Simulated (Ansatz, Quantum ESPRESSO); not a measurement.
# MgO (Periclase): a worked LO-TO splitting

Wanted: the LO mode of MgO (Periclase) from the TO mode and the field response.

Method: DFT LDA, scalar-relativistic, plane waves, PseudoDojo norm-conserving pseudopotentials, in Quantum ESPRESSO 8.0 development, patched.

The database entry behind the starting cell differs from later determinations by our own check (about 0.1 % long), so it need not match the best structure at ambient conditions.

## (1) The relaxed structure

It takes space group Fm-3m (No. 225, cubic). Conventional cell: a = 4.160 Å, b = 4.160 Å, c = 4.160 Å, α = 90.00°, β = 90.00°, γ = 90.00°. Nearest to Mg lie 6 O at 2.08 Å. Nearest to O lie 6 Mg at 2.08 Å. Farther neighbours and most contacts between anions are not listed.

This is the cell after its relaxation at this level of theory, not the database cell from which that began.

## (2) What the response run gave

A linear-response run on the relaxed cell, with the response to an electric field; only its zone-centre results are used. Cutoff 84 Ry, k mesh 12×12×12.

The program printed:

```text
[banners, grids, parts of the stress and lines that vanish by symmetry left out]
Program PHONON v.8.0dev
     Dynamical matrices for q-points given in input
     (   1q-points):
[...]
Exchange-correlation= PW
                           (   1   4   0   0   0   0   0)
[...]
kinetic-energy cut-off    =      84.0000  Ry
     charge density cut-off    =     336.0000  Ry
     convergence threshold     =      1.0E-18
[...]
Exchange-correlation= PW
                           (   1   4   0   0   0   0   0)
[...]
q = (   0.0000000   0.0000000   0.0000000 )
     49 Sym.Ops. (with q -> -q+G )
     G cutoff =  526.0197  (  12627 G-vectors)     FFT grid: ( 36, 36, 36)
     number of k points=    72
[...]
Mode symmetry, O_h (m-3m)  point group:
[...]
Dielectric constant
[...]
End of electric fields calculation
          Dielectric constant in cartesian axis
          (       3.172188516       0.000000000       0.000000000 )
          (       0.000000000       3.172188516       0.000000000 )
          (       0.000000000       0.000000000       3.172188516 )
          Effective charges (d Force / dE) in cartesian axis without acoustic sum rule applied (asr)
           atom    1  Mg    Mean Z*:        1.97174
      Ex  (        1.97174       -0.00000       -0.00000 )
      Ey  (       -0.00000        1.97174        0.00000 )
      Ez  (       -0.00000        0.00000        1.97174 )
           atom    2  O     Mean Z*:       -1.97175
      Ex  (       -1.97175       -0.00000       -0.00000 )
      Ey  (       -0.00000       -1.97175        0.00000 )
      Ez  (       -0.00000        0.00000       -1.97175 )
          Effective charges Sum: Mean:       -0.00001
[...]
Effective charges (d Force / dE) in cartesian axis with asr applied:
           atom    1  Mg    Mean Z*:        1.97174
[...]
atom    2  O     Mean Z*:       -1.97174
[...]
Dielectric constant from finite-differences
          (       3.172113804      -0.000000000      -0.000000000 )
          (      -0.000000000       3.172113804       0.000000000 )
          (      -0.000000000       0.000000000       3.172113804 )
[...]
(       0.000000000       0.000000000      -0.000000000 )
          (       0.000000000       0.000000000       0.000000000 )
          (       0.000000000       0.000000000       0.000000000 )
          (       0.000000000       0.000000000      -0.000000000 )
          (       0.000000000       0.000000000      -0.000000000 )
          (       0.000000000      -0.000000000       0.000000000 )
          (      -0.000000000      -0.000000000      -0.000000000 )
          (      -0.000000000      -0.000000000       0.000000000 )
[...]
(      -0.000000000      -0.000000000       0.000000000 )
          (       0.000000000       0.000000000       0.000000000 )
          (      -0.000000000       0.000000000       0.000000000 )
          (       0.000000000      -0.000000000       0.000000000 )
          (       0.000000000       0.000000000      -0.000000000 )
[...]
Representation #   1 modes #   1   2   3
[...]
End of self-consistent calculation
     Convergence has been achieved
     Representation #   2 modes #   4   5   6
[...]
End of self-consistent calculation
     Convergence has been achieved
[...]
Dielectric constant in cartesian axis
          (       3.172188516       0.000000000       0.000000000 )
          (       0.000000000       3.172188516       0.000000000 )
          (       0.000000000       0.000000000       3.172188516 )
          Effective charges (d Force / dE) in cartesian axis without acoustic sum rule applied (asr)
           atom    1  Mg    Mean Z*:        1.97174
      Ex  (        1.97174       -0.00000       -0.00000 )
      Ey  (       -0.00000        1.97174        0.00000 )
      Ez  (       -0.00000        0.00000        1.97174 )
           atom    2  O     Mean Z*:       -1.97175
      Ex  (       -1.97175       -0.00000       -0.00000 )
      Ey  (       -0.00000       -1.97175        0.00000 )
      Ez  (       -0.00000        0.00000       -1.97175 )
          Effective charges Sum: Mean:       -0.00001
[...]
Effective charges (d Force / dE) in cartesian axis with asr applied:
           atom    1  Mg    Mean Z*:        1.97174
[...]
atom    2  O     Mean Z*:       -1.97174
[...]
q = (    0.000000000   0.000000000   0.000000000 )
[...]
freq (    1) =       0.084016 [THz] =       2.802485 [cm-1]
     freq (    2) =       0.084016 [THz] =       2.802485 [cm-1]
     freq (    3) =       0.084016 [THz] =       2.802485 [cm-1]
     freq (    4) =      12.269544 [THz] =     409.267921 [cm-1]
     freq (    5) =      12.269544 [THz] =     409.267921 [cm-1]
     freq (    6) =      12.269544 [THz] =     409.267921 [cm-1]
[...]
Mode symmetry, O_h (m-3m)  point group:
     freq (   1-   3) =          2.8  [cm-1]   --> T_1u G_15  G_4- I
     freq (   4-   6) =        409.3  [cm-1]   --> T_1u G_15  G_4- I

   JOB DONE.
```

```csv
quantity,value
cell volume Ω (Å³),18.000
mass of Mg (u),24.305
mass of O (u),15.999
"Born charge of Mg, raw (e)",1.972
"Born charge of O, raw (e)",-1.972
ε∞,3.172
ω(TO) after the sum rule (cm⁻¹),409.3
```

## (3) The calculation

The charges must sum to zero over the cell; taking off their mean, 0.000 e, leaves Z* = 1.972 e on Mg. In the polar mode Mg moves against O, so the reduced mass is μ = 24.30 × 16.00 / 40.30 = 9.648 u.

A longitudinal wave builds up a field that adds to the restoring force: ω(LO)² = ω(TO)² + 4π Z*² / (μ Ω ε∞), in Hartree atomic units. With μ = 17587 electron masses and Ω = 121.47 bohr³ the second term is 7.2091e-06 Ha², or 347254 cm⁻² (1 Ha = 219474.6 cm⁻¹).

So ω(LO) = √(167494 + 347254) = 717.5 cm⁻¹, and by the Lyddane-Sachs-Teller relation ε₀ = ε∞ (ω(LO)/ω(TO))² = 9.75.

## (4) Check against the program

The analysis program adds the same non-analytic term to the full matrix, here for q along (1 0 0).

The program printed:

```text
[banner, memory and clock lines left out]
Program DYNMAT v.8.0dev

     Reading Dynamical Matrix from file g.dyn
     ...Force constants read
     ...epsilon and Z* read
     ...Raman cross sections read

     Polarizability (A^3 units)
     multiply by 0.580025 for Clausius-Mossotti correction (not under assume_isolated = 'mt')
         3.111464    0.000000    0.000000
         0.000000    3.111464    0.000000
         0.000000    0.000000    3.111464

     IR activities are in (D/A)^2/amu units

# mode   [cm-1]    [THz]      IR
    1     -0.00   -0.0000    0.0000
    2      0.00    0.0000    0.0000
    3      0.00    0.0000    0.0000
    4    409.26   12.2693    9.2967
    5    409.26   12.2693    9.2967
    6    717.46   21.5089    9.2967
```

ε₀ comes from the program's run without a direction of q.

```csv
quantity,by hand,program
ω(LO) (cm⁻¹),717.5,717.5
ε₀,9.75,9.75
```

## (5) Results

```yaml
to_mode: 409.3 cm⁻¹
lo_mode: 717.5 cm⁻¹
static_dielectric_constant: 9.749
```

In words: The LO mode of MgO (Periclase) lies at 717 cm⁻¹, 308 cm⁻¹ above the TO mode; the formula meets the program within 0.1 cm⁻¹, as it must for a cubic crystal with one polar mode. ω(LO)² − ω(TO)² goes with Z*²/ε∞: an error of 5 % in ε∞ would move the LO mode by 11.6 cm⁻¹, and semilocal functionals tend to overestimate ε∞. These are harmonic values at zero temperature, at the volume of this functional, for the structure held cubic; stability elsewhere in the zone is no part of this calculation.

[Host names and launcher messages were left out of these logs when they were recorded.]

[Logs are printed without paths, hosts, clocks, repeated set-up lines and the standing remarks that a program may print on its own settings, such as how far it seeks lower states.]

[Hosts, paths, dates, database ids (printed as entryN), source tags and the programs' standing remarks are cut or masked in the printed files.]
